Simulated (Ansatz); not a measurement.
# CaZnNi in the AlB2 type: phonon-mediated transition temperature, part 2 of 2

Aim: the phonon-mediated transition temperature of CaZnNi in the AlB2 type at ambient pressure, over a range of μ*. The cell shown first is a relaxed one, from steps not shown here.

Ansatz 0.2.0; DFT PBE, scalar-relativistic, plane waves, PAW; PAW set soft_1.

So far, log mean phonon energy ħω_log (meV): step 2 (electron–phonon run: q 3×3×2, k 6×6×6, scattering 12×12×8) 9.49.

The structure was built from a prototype and need not be the compound's stable phase.

In doubt: the program doubts the meshes or the phonons of the coupling sums (step 3), which bears on λ, Tc and transport values.

## 3. Coupling and resistivity: scattering mesh 18×18×12

The next rung changes the scattering mesh, which samples the Fermi surface.

Contents of input.yaml:

```yaml
crystal:
  lattice:
    - [4.2052760946, 0.0, 0.0]
    - [-2.1026380473, 3.6418759279, 0.0]
    - [0.0, 0.0, 3.9082515567]
  atoms:
    - { symbol: Ca, position: [0.0, 0.0, 0.0] }
    - { symbol: Zn, position: [0.3333333333, 0.6666666667, 0.5] }
    - { symbol: Ni, position: [0.6666666667, 0.3333333333, 0.5] }
kpoints:
  mp_grid: { grid: [6, 6, 6] }
hamiltonian:
  xc: pbe
  pseudopotentials: { kind: paw, azcp: { folder: soft_1 } }
scf:
  occupations: { method: methfessel_paxton, width: 0.2 }
output:
  eigenvalues: true
phonons:
  method: dfpt
  qmesh: [3, 3, 2]
  temperatures: { t_max: 1000, t_step: 50 }
  qpath:
    path:
      - [[0.0, 0.0, 0.0], [0.5, 0.0, 0.0], [0.33333333, 0.33333333, 0.0], [0.0, 0.0, 0.0], [0.0, 0.0, 0.5], [0.5, 0.0, 0.5], [0.33333333, 0.33333333, 0.5], [0.0, 0.0, 0.5]]
      - [[0.5, 0.0, 0.5], [0.5, 0.0, 0.0]]
      - [[0.33333333, 0.33333333, 0.5], [0.33333333, 0.33333333, 0.0]]
    npoints: 10
  electrical_resistivity:
    mesh: [18, 18, 12]
    temperatures: [20.0, 50.0, 77.0, 100.0, 150.0, 200.0, 300.0, 400.0, 600.0, 800.0]
  superconductivity: { mesh: [18, 18, 12] }
```

On the command line:

```
$ ansatz run input.yaml --threads 4 --pin off --max-ram 12288MiB --backend cpu --events-out ev --progress --plain --runs-dir out
```

Numbers of over 12 decimals in the logs are rounded to 6 here.

Output:

```text
[...]
Crystal: 3 atoms, lattice volume = 59.855 Å³
Basis set: ecut = 420 eV, 1171 PW (Γ), exchange–correlation on 60×60×54 points (8 copies of the dense FFT grid, shifted against one another)
Bands: 24, of which v1, the nominal top of the filled ones, is band 20 counted from 1 (19 counted from 0)
Symmetry: 12 space group operations
k-points: 28 of 216 (time reversal used)
[...]
SCF iter   1: F=—  HF=-10977.008950 eV  |F-HF|=—  |Δ(HF+E_count)|=         —  Δρ=6.22e-2  dr2=2.62e0  ethr=3.10e-3  ⟨swp⟩=6.4  Hψ=3236  notcnv=0
[...]
SCF iter  16: F=-10976.210607 eV  HF=-10976.210607 eV  |F-HF|=1.82e-12  |Δ(HF+E_count)|=  3.64e-12  S|Δr|=    0.00e0  Δρ=1.22e-7  dr2=6.40e-12  ethr=1.00e-12  ⟨swp⟩=5.4  Hψ=2989  notcnv=0
SCF 1 converged in 16 iterations: F = -10976.210607 eV  dr2 = 6.40e-12
[...]
SCF iter   6: F=-10976.210607 eV  HF=-10976.210607 eV  |F-HF|=0.00e0  |Δ(HF+E_count)|=    0.00e0  S|Δr|=    0.00e0  Δρ=1.10e-7  dr2=6.47e-12  ethr=1.00e-12  ⟨swp⟩=2.1  Hψ=1220  notcnv=0
SCF 2 converged in 6 iterations: F = -10976.210607 eV  dr2 = 6.47e-12
[...]
NSCF: frozen V_eff on 28 k-points
[...]
SCF iter   1: F=—  HF=-10977.008950 eV  |F-HF|=—  |Δ(HF+E_count)|=         —  Δρ=6.22e-2  dr2=2.62e0  ethr=3.10e-3  ⟨swp⟩=6.4  Hψ=3236  notcnv=0
[...]
SCF iter  16: F=-10976.210607 eV  HF=-10976.210607 eV  |F-HF|=9.09e-12  |Δ(HF+E_count)|=  3.64e-12  S|Δr|=    0.00e0  Δρ=1.22e-7  dr2=6.38e-12  ethr=1.00e-12  ⟨swp⟩=2.8  Hψ=1501  notcnv=0
SCF 3 converged in 16 iterations: F = -10976.210607 eV  dr2 = 6.38e-12
[...]
SCF converged after 16 iterations
[...]
Free energy (F): -10976.210607 eV
[...]
Internal energy: -10976.205890 eV  (E = F + TS)
E sigma→0 (E₀):  -10976.209427 eV
Entropy (-TS):   -0.004717 eV (-1.572 meV/atom)
Fermi energy:    9.325274 eV
[...]
--- Band table (eV; the first three rows and the last of 28) ---
  k-point 0: bands = [... 16 lower, 7.7281, 8.2238, 8.2238, 11.0532, 11.0532, 11.4558, 12.0955, 13.7882]
  k-point 1: bands = [... 16 lower, 7.7055, 8.1821, 8.1821, 10.1276, 11.3381, 11.3381, 12.7114, 13.3514]
  k-point 2: bands = [... 16 lower, 7.4440, 8.0928, 8.0928, 8.8065, 12.1018, 12.1018, 12.8289, 12.8289]
  k-point 27: bands = [... 16 lower, 7.9943, 8.0617, 8.3937, 8.5785, 9.1508, 9.9042, 10.0050, 13.8533]
[...]
ASR residual: 1.332e-4 → 0.000e0 eV/Å²; symmetrization residual: 2.641e-7 eV/Å²
  ASR residual per site (eV/Å²): 3.16e-6 5.26e-5 1.33e-4
  Γ frequencies (cm⁻¹): 0.00 0.00 0.00 116.92 155.89 155.89 178.57 203.95 203.95
--- Phonons (arbitrary-q DFPT): 6 irreducible q on the 3×3×2 mesh ---
[...]
interpolated dispersion: 93 rows × 9 modes
[...]
--- Electrical resistivity: potentials and phonons of a 3×3×2 supercell ---
[...]
at the Fermi level of each mesh (of a tensor a third of its trace):
[...]
18×18×12                     0.7640              5.2550    0.2868    0.3053           9.516
          9×9×6                     0.7428              4.9457    0.2658    0.2757           9.520
  resistivity on the deck's mesh, µΩ·cm:
[...]
20.00     1.6735e-1              no     7.5635e-2     7.5635e-2     3.5078e-1       2.8241e-1         1.7894e-1
     50.00      1.5711e0              no     7.2570e-1     7.2570e-1      3.2620e0        1.8263e0          1.4761e0
     77.00      3.1680e0              no      1.5623e0      1.5623e0      6.3796e0        3.4602e0          2.9612e0
    100.00      4.5435e0              no      2.3133e0      2.3133e0      9.0038e0        4.8649e0          4.2544e0
    150.00      7.4587e0              no      3.9198e0      3.9198e0      1.4537e1        7.8658e0          7.0067e0
    200.00      1.0293e1              no      5.4759e0      5.4759e0      1.9926e1        1.0808e1          9.6836e0
    300.00      1.5859e1              no      8.5122e0      8.5122e0      3.0551e1        1.6624e1          1.4936e1
    400.00      2.1381e1              no      1.1507e1      1.1507e1      4.1129e1        2.2434e1          2.0142e1
    600.00      3.2406e1              no      1.7451e1      1.7451e1      6.2316e1        3.4180e1          3.0517e1
    800.00      4.3449e1              no      2.3373e1      2.3373e1      8.3601e1        4.6208e1          4.0882e1
[...]
vibrations of 18 cells: unjudged by the run; compare a larger repeat
[...]
--- Superconductivity: potentials and phonons of a 3×3×2 supercell ---
           mesh         λ    ħω_log (meV)  μ* declared at (meV)
       18×18×12    0.2868           9.516               13.226
          9×9×6    0.2658           9.520               13.223
  λ by the species' shares of the modes' patterns: Ca 0.0583, Zn 0.1045, Ni 0.1241
[...]
0.08      0.088         0.089    none_found    none_found    none_found    none_found     none_found
      0.10      0.034         0.034    none_found    none_found    none_found    none_found     none_found
      0.12      0.009         0.009    none_found    none_found    none_found    none_found     none_found
      0.13      0.004         0.004    none_found    none_found    none_found    none_found     none_found
      0.14      0.002         0.002    none_found    none_found    none_found    none_found     none_found
      0.16      0.000         0.000    none_found    none_found    none_found    none_found     none_found
      0.20      0.000         0.000    none_found    none_found    none_found    none_found     none_found
  none_found: no transition down to 0.1 K
[...]
not converged in the mesh (λ): between neighbouring meshes, the two finest first, λ moves by 7.35 % and the anisotropic transition temperature over the full bandwidth at μ* = 0.13 by nothing (neither mesh has one); converged means that the two finest part by at most 2.00 % and 5.00 %
  vibrations of 18 cells: unjudged by the run; compare a larger repeat
[...]
```

Elapsed: 8 min, on 4 threads of Arm Neoverse V2, shared host; peak memory 4.5 GiB; 31 min of CPU time.

Numbers from this step:

```
resistivity at 300 K                 : 15.86 μΩ cm, mean of the axes
coupling constant λ                  : 0.2868
density of states at the Fermi level : 0.764 states/eV a spin and cell
log mean phonon energy ħω_log        : 9.516 meV
transport coupling constant λ_tr     : 0.2436, 0.2436, 0.4286 (xx, yy, zz)
Drude plasma energy                  : 5.792, 5.792, 3.969 eV (xx, yy, zz)
resistivity times mean free path     : 9.897, 9.897, 18.94 × 10⁻¹⁶ Ω m² (xx, yy, zz)
```

An empty cell: under 1 mK by a formula, or no transition down to the floor of the Eliashberg search. Transition temperatures:

```
  μ*  McMillan Tc (K)  Allen–Dynes Tc (K)
0.08           0.0884              0.0894
 0.1           0.0336              0.0339
0.12          0.00932              0.0094
0.13          0.00414             0.00418
0.14          0.00158             0.00159
0.16                -                   -
 0.2                -                   -
```

For the log mean phonon energy ħω_log, step 2 gave 9.49 meV; this run, with scattering mesh 18×18×12, gives 9.52 meV.

## 4. Coupling and resistivity: q 3×3×2, k 9×9×8, scattering 12×12×12

The next rung changes the k mesh of the density and its response; the scattering mesh, which samples the Fermi surface.

input.yaml: that of step 3 with these lines changed.

```diff
@@ -10,3 +10,3 @@
 kpoints:
-  mp_grid: { grid: [6, 6, 6] }
+  mp_grid: { grid: [9, 9, 8] }
 hamiltonian:
@@ -29,4 +29,4 @@
   electrical_resistivity:
-    mesh: [18, 18, 12]
+    mesh: [12, 12, 12]
     temperatures: [20.0, 50.0, 77.0, 100.0, 150.0, 200.0, 300.0, 400.0, 600.0, 800.0]
-  superconductivity: { mesh: [18, 18, 12] }
+  superconductivity: { mesh: [12, 12, 12] }
```

Output:

```text
[...]
Crystal: 3 atoms, lattice volume = 59.855 Å³
Basis set: ecut = 420 eV, 1171 PW (Γ), exchange–correlation on 60×60×54 points (8 copies of the dense FFT grid, shifted against one another)
Bands: 24, of which v1, the nominal top of the filled ones, is band 20 counted from 1 (19 counted from 0)
Symmetry: 12 space group operations
k-points: 60 of 648 (time reversal used)
[...]
SCF iter   1: F=—  HF=-10977.039801 eV  |F-HF|=—  |Δ(HF+E_count)|=         —  Δρ=6.20e-2  dr2=2.60e0  ethr=3.10e-3  ⟨swp⟩=6.2  Hψ=7000  notcnv=0
[...]
SCF iter  15: F=-10976.244360 eV  HF=-10976.244360 eV  |F-HF|=3.64e-12  |Δ(HF+E_count)|=  9.09e-12  S|Δr|=    0.00e0  Δρ=1.12e-7  dr2=4.85e-12  ethr=1.00e-12  ⟨swp⟩=5.2  Hψ=7008  notcnv=0
SCF 1 converged in 15 iterations: F = -10976.244360 eV  dr2 = 4.85e-12
[...]
SCF iter   5: F=-10976.244360 eV  HF=-10976.244360 eV  |F-HF|=7.28e-12  |Δ(HF+E_count)|=  9.09e-12  S|Δr|=    0.00e0  Δρ=1.11e-7  dr2=7.59e-12  ethr=1.00e-12  ⟨swp⟩=2.0  Hψ=4039  notcnv=0
SCF 2 converged in 5 iterations: F = -10976.244360 eV  dr2 = 7.59e-12
[...]
SCF iter   1: F=—  HF=-10977.039801 eV  |F-HF|=—  |Δ(HF+E_count)|=         —  Δρ=6.20e-2  dr2=2.60e0  ethr=3.10e-3  ⟨swp⟩=6.2  Hψ=7000  notcnv=0
[...]
SCF iter  15: F=-10976.244360 eV  HF=-10976.244360 eV  |F-HF|=0.00e0  |Δ(HF+E_count)|=  9.09e-12  S|Δr|=    0.00e0  Δρ=1.12e-7  dr2=4.88e-12  ethr=1.00e-12  ⟨swp⟩=2.0  Hψ=4291  notcnv=0
SCF 3 converged in 15 iterations: F = -10976.244360 eV  dr2 = 4.88e-12
[...]
SCF converged after 15 iterations
[...]
Free energy (F): -10976.244360 eV
[...]
Internal energy: -10976.247133 eV  (E = F + TS)
E sigma→0 (E₀):  -10976.245053 eV
Entropy (-TS):   0.002773 eV (0.924 meV/atom)
Fermi energy:    9.253726 eV
[...]
--- Band table (eV; the first three rows and the last of 60) ---
  k-point 0: bands = [... 16 lower, 7.7027, 8.2118, 8.2118, 11.0511, 11.0511, 11.4580, 12.0906, 13.7893]
  k-point 1: bands = [... 16 lower, 7.6979, 8.1881, 8.1881, 10.5591, 11.2128, 11.2128, 12.5236, 13.5102]
  k-point 2: bands = [... 16 lower, 7.5604, 8.1274, 8.1274, 9.2943, 11.6697, 11.6697, 13.0633, 13.0633]
  k-point 59: bands = [... 16 lower, 7.9826, 8.0893, 8.4198, 8.5501, 9.1727, 9.8905, 9.9841, 13.8433]
[...]
ASR residual: 1.540e-4 → 0.000e0 eV/Å²; symmetrization residual: 2.446e-7 eV/Å²
  ASR residual per site (eV/Å²): 8.98e-6 6.37e-5 1.54e-4
  Γ frequencies (cm⁻¹): 0.00 0.00 0.00 122.56 158.81 158.81 179.81 212.12 212.12
--- Phonons (arbitrary-q DFPT): 6 irreducible q on the 3×3×2 mesh ---
[...]
interpolated dispersion: 93 rows × 9 modes
[...]
zero-point energy: 0.077283 eV/cell   skipped modes (ω ≤ 0): 3   left out of the sums: 6.43e-5 of the cell's modes: C_V's classical limit lies that fraction below 3 k_B per atom; for a crystal, a wire or a layer, F and S can be off by more, and a phonons.interpolated_qmesh denser along its periods is the remedy for the sampling
--- Electrical resistivity: potentials and phonons of a 3×3×2 supercell ---
[...]
at the Fermi level of each mesh (of a tensor a third of its trace):
[...]
12×12×12                     0.7928              5.2625    0.2820    0.3003          10.345
          6×6×6                     0.6340              4.8953    0.2255    0.2425          10.440
          3×3×3                     0.7065              4.1133    0.2184    0.2368          10.350
  resistivity on the deck's mesh, µΩ·cm:
[...]
20.00     1.3093e-1              no     6.2213e-2     6.2213e-2     2.6837e-1       2.2824e-1         1.3874e-1
     50.00      1.4389e0              no     6.9477e-1     6.9477e-1      2.9273e0        1.6705e0          1.3468e0
     77.00      2.9790e0              no      1.5395e0      1.5395e0      5.8581e0        3.2405e0          2.7874e0
    100.00      4.3126e0              no      2.3020e0      2.3020e0      8.3338e0        4.5954e0          4.0506e0
    150.00      7.1345e0              no      3.9302e0      3.9302e0      1.3543e1        7.4870e0          6.7359e0
    200.00      9.8652e0              no      5.5004e0      5.5004e0      1.8595e1        1.0313e1          9.3358e0
    300.00      1.5194e1              no      8.5483e0      8.5483e0      2.8485e1        1.5875e1          1.4406e1
    400.00      2.0438e1              no      1.1537e1      1.1537e1      3.8240e1        2.1394e1          1.9392e1
    600.00      3.0790e1              no      1.7415e1      1.7415e1      5.7540e1        3.2439e1          2.9222e1
    800.00      4.1039e1              no      2.3207e1      2.3207e1      7.6701e1        4.3607e1          3.8935e1
[...]
vibrations of 18 cells: unjudged by the run; compare a larger repeat
[...]
--- Superconductivity: potentials and phonons of a 3×3×2 supercell ---
           mesh         λ    ħω_log (meV)  μ* declared at (meV)
       12×12×12    0.2820          10.345               13.777
          6×6×6    0.2255          10.440               13.961
          3×3×3    0.2184          10.350               12.926
  λ by the species' shares of the modes' patterns: Ca 0.0592, Zn 0.1034, Ni 0.1194
[...]
0.08      0.083         0.084    none_found    none_found    none_found    none_found     none_found
      0.10      0.030         0.030    none_found    none_found    none_found    none_found     none_found
      0.12      0.008         0.008    none_found    none_found    none_found    none_found     none_found
      0.13      0.003         0.003    none_found    none_found    none_found    none_found     none_found
      0.14      0.001         0.001    none_found    none_found    none_found    none_found     none_found
      0.16      0.000         0.000    none_found    none_found    none_found    none_found     none_found
      0.20      0.000         0.000    none_found    none_found    none_found    none_found     none_found
  none_found: no transition down to 0.1 K
[...]
vibrations of 18 cells: unjudged by the run; compare a larger repeat
[...]
```

Run time: 11 min. Hardware: 4 threads; peak memory 4.5 GiB.

Numbers from this step:

```
zero point energy                                                              : 0.07728 eV/cell
share of imaginary modes in the plain interpolation between solved wavevectors : 0
highest frequency, solved or plainly interpolated                              : 218.6 cm⁻¹
Debye temperature (second moment)                                              : 276 K
resistivity at 300 K                                                           : 15.19 μΩ cm, mean of the axes
coupling constant λ                                                            : 0.282
density of states at the Fermi level                                           : 0.7928 states/eV a spin and cell
log mean phonon energy ħω_log                                                  : 10.34 meV
transport coupling constant λ_tr                                               : 0.2461, 0.2461, 0.4087 (xx, yy, zz)
Drude plasma energy                                                            : 5.786, 5.786, 4.016 eV (xx, yy, zz)
resistivity times mean free path                                               : 9.809, 9.809, 18.45 × 10⁻¹⁶ Ω m² (xx, yy, zz)
second-moment phonon energy ħω₂                                                : 13.78 meV
```

An empty cell: under 1 mK by a formula, or no transition down to the floor of the Eliashberg search. Transition temperatures:

```
  μ*  McMillan Tc (K)  Allen–Dynes Tc (K)
0.08           0.0832              0.0841
 0.1           0.0302              0.0305
0.12          0.00782             0.00789
0.13          0.00331             0.00334
0.14          0.00118             0.00119
0.16                -                   -
 0.2                -                   -
```

The Eliashberg function α²F has structure finer than the step of the table below, so its rows give means over 1 meV, whole bins alone (the curve runs from 0.106 to 27.1 meV). Peaks (meV: height): α²F 10.3: 0.181, 14.3: 0.0677, 18.6: 0.125, 19.6: 0.154, 20.1: 0.102, 21.8: 0.100, 26.6: 0.265; α²F tr 9.9: 0.186, 18.6: 0.151, 19.6: 0.120, 20.1: 0.112, 20.9: 0.113, 25.8: 0.125, 26.6: 0.314.

Eliashberg function α²F against phonon energy; means over each step:

```
phonon energy (meV)      α²F   α²F tr
                  1   2.3e-5        0
                  2   4.4e-4   1.7e-4
                  3  0.00425  0.00303
                  4   0.0266   0.0273
                  5   0.0586   0.0699
                  6   0.0748   0.0964
                  7   0.0668   0.0786
                  8   0.0677   0.0727
                  9   0.0917   0.0941
                 10    0.165    0.168
                 11    0.108    0.110
                 12   0.0729   0.0714
                 13   0.0725   0.0755
                 14   0.0453   0.0504
                 15   0.0340   0.0370
                 16   0.0421   0.0472
                 17   0.0225   0.0260
                 18   0.0409   0.0477
                 19   0.0728   0.0763
                 20   0.0972   0.0957
                 21   0.0828   0.0956
                 22   0.0689   0.0685
                 23   0.0182  0.00893
                 24   0.0403   0.0336
                 25   0.0813   0.0738
                 26    0.161    0.128
```

The Eliashberg function α²F has structure finer than the step of the table below, so its rows give means over 1 meV, whole bins alone (the curve runs from 0.106 to 27.1 meV). Peaks (meV: height): α²F 10.3: 0.181, 18.6: 0.125, 19.6: 0.154, 26.6: 0.265; Ca 18.6: 0.0957, 19.6: 0.123, 20.1: 0.073, 21.8: 0.0662; Zn 9.9: 0.0698, 13.1: 0.0526, 14.3: 0.0336, 26.6: 0.125; Ni 10.3: 0.110, 14.3: 0.0306, 20.9: 0.0276, 26.6: 0.114.

Eliashberg function α²F against phonon energy; means over each step:

```
phonon energy (meV)      α²F       Ca       Zn       Ni
                  1   2.3e-5        0        0        0
                  2   4.4e-4   9.2e-5   1.6e-4   1.5e-4
                  3  0.00425   9.2e-4  0.00165  0.00170
                  4   0.0266  0.00521  0.00979   0.0116
                  5   0.0586   0.0107   0.0213   0.0265
                  6   0.0748   0.0128   0.0259   0.0360
                  7   0.0668   0.0105   0.0222   0.0342
                  8   0.0677  0.00899   0.0222   0.0365
                  9   0.0917  0.00977   0.0337   0.0483
                 10    0.165   0.0101   0.0618   0.0931
                 11    0.108  0.00924   0.0450   0.0541
                 12   0.0729  0.00804   0.0360   0.0288
                 13   0.0725  0.00613   0.0457   0.0206
                 14   0.0453  0.00213   0.0247   0.0185
                 15   0.0340  0.00350   0.0175   0.0130
                 16   0.0421   0.0107   0.0214   0.0101
                 17   0.0225  0.00651   0.0113  0.00469
                 18   0.0409   0.0306  0.00231  0.00803
                 19   0.0728   0.0550  0.00337   0.0145
                 20   0.0972   0.0732  0.00544   0.0186
                 21   0.0828   0.0516   0.0106   0.0205
                 22   0.0689   0.0462   0.0112   0.0115
                 23   0.0182   0.0148  0.00182  0.00164
                 24   0.0403   0.0104   0.0195   0.0102
                 25   0.0813   0.0173   0.0389   0.0250
                 26    0.161   0.0163   0.0829   0.0623
```

## 5. Summary of results

```json
{
  "meshes": "q 3×3×2, k 9×9×8, scattering 12×12×12",
  "coupling constant λ": "0.282",
  "log mean phonon energy ħω_log": "10.3 meV",
  "Allen–Dynes Tc at μ* = 0.1": "0.0305 K",
  "Allen–Dynes Tc at μ* = 0.13": "0.00334 K"
}
```

What this shows: In the last run (PBE, q 3×3×2, k 9×9×8, scattering 12×12×12), with λ = 0.28 and ħω_log = 10.3 meV, Tc at μ* = 0.13 is 0.0033 K by McMillan's formula and 0.0033 K by Allen and Dynes's. In that run Allen and Dynes's formula gives no transition above 0.05 K at μ* = 0.10 or more. By the run's own test λ is not converged in the fine mesh: it moves by 20 % between the two finest. The run's transport test calls it not converged in the mesh; ρ(300 K) moves by 15 % in the component that moves most. In 2 of the runs shown the interpolated phonons dip below zero somewhere, which the program warns of. The runs are not spin-polarised; where the real material orders magnetically, these values do not describe it. Over the runs, λ takes the values 0.287, 0.287 and 0.282, in the order shown. The structure is a hand-built model. The compound is a prototype filled by a generator; whether it can be made, and whether it orders so, was not tested. μ* is a typed number, phonons are harmonic, and spin fluctuations are left out; at μ* = 0.13 McMillan's formula turns 1 % in λ into about 18 % in Tc.

[Logs are printed without paths, hosts, clocks, repeated set-up lines and the standing remarks that a program may print on its own settings, such as how far it seeks lower states.]

[Hosts, paths, dates, database ids (printed as entryN), source tags and the programs' standing remarks are cut or masked in the printed files.]
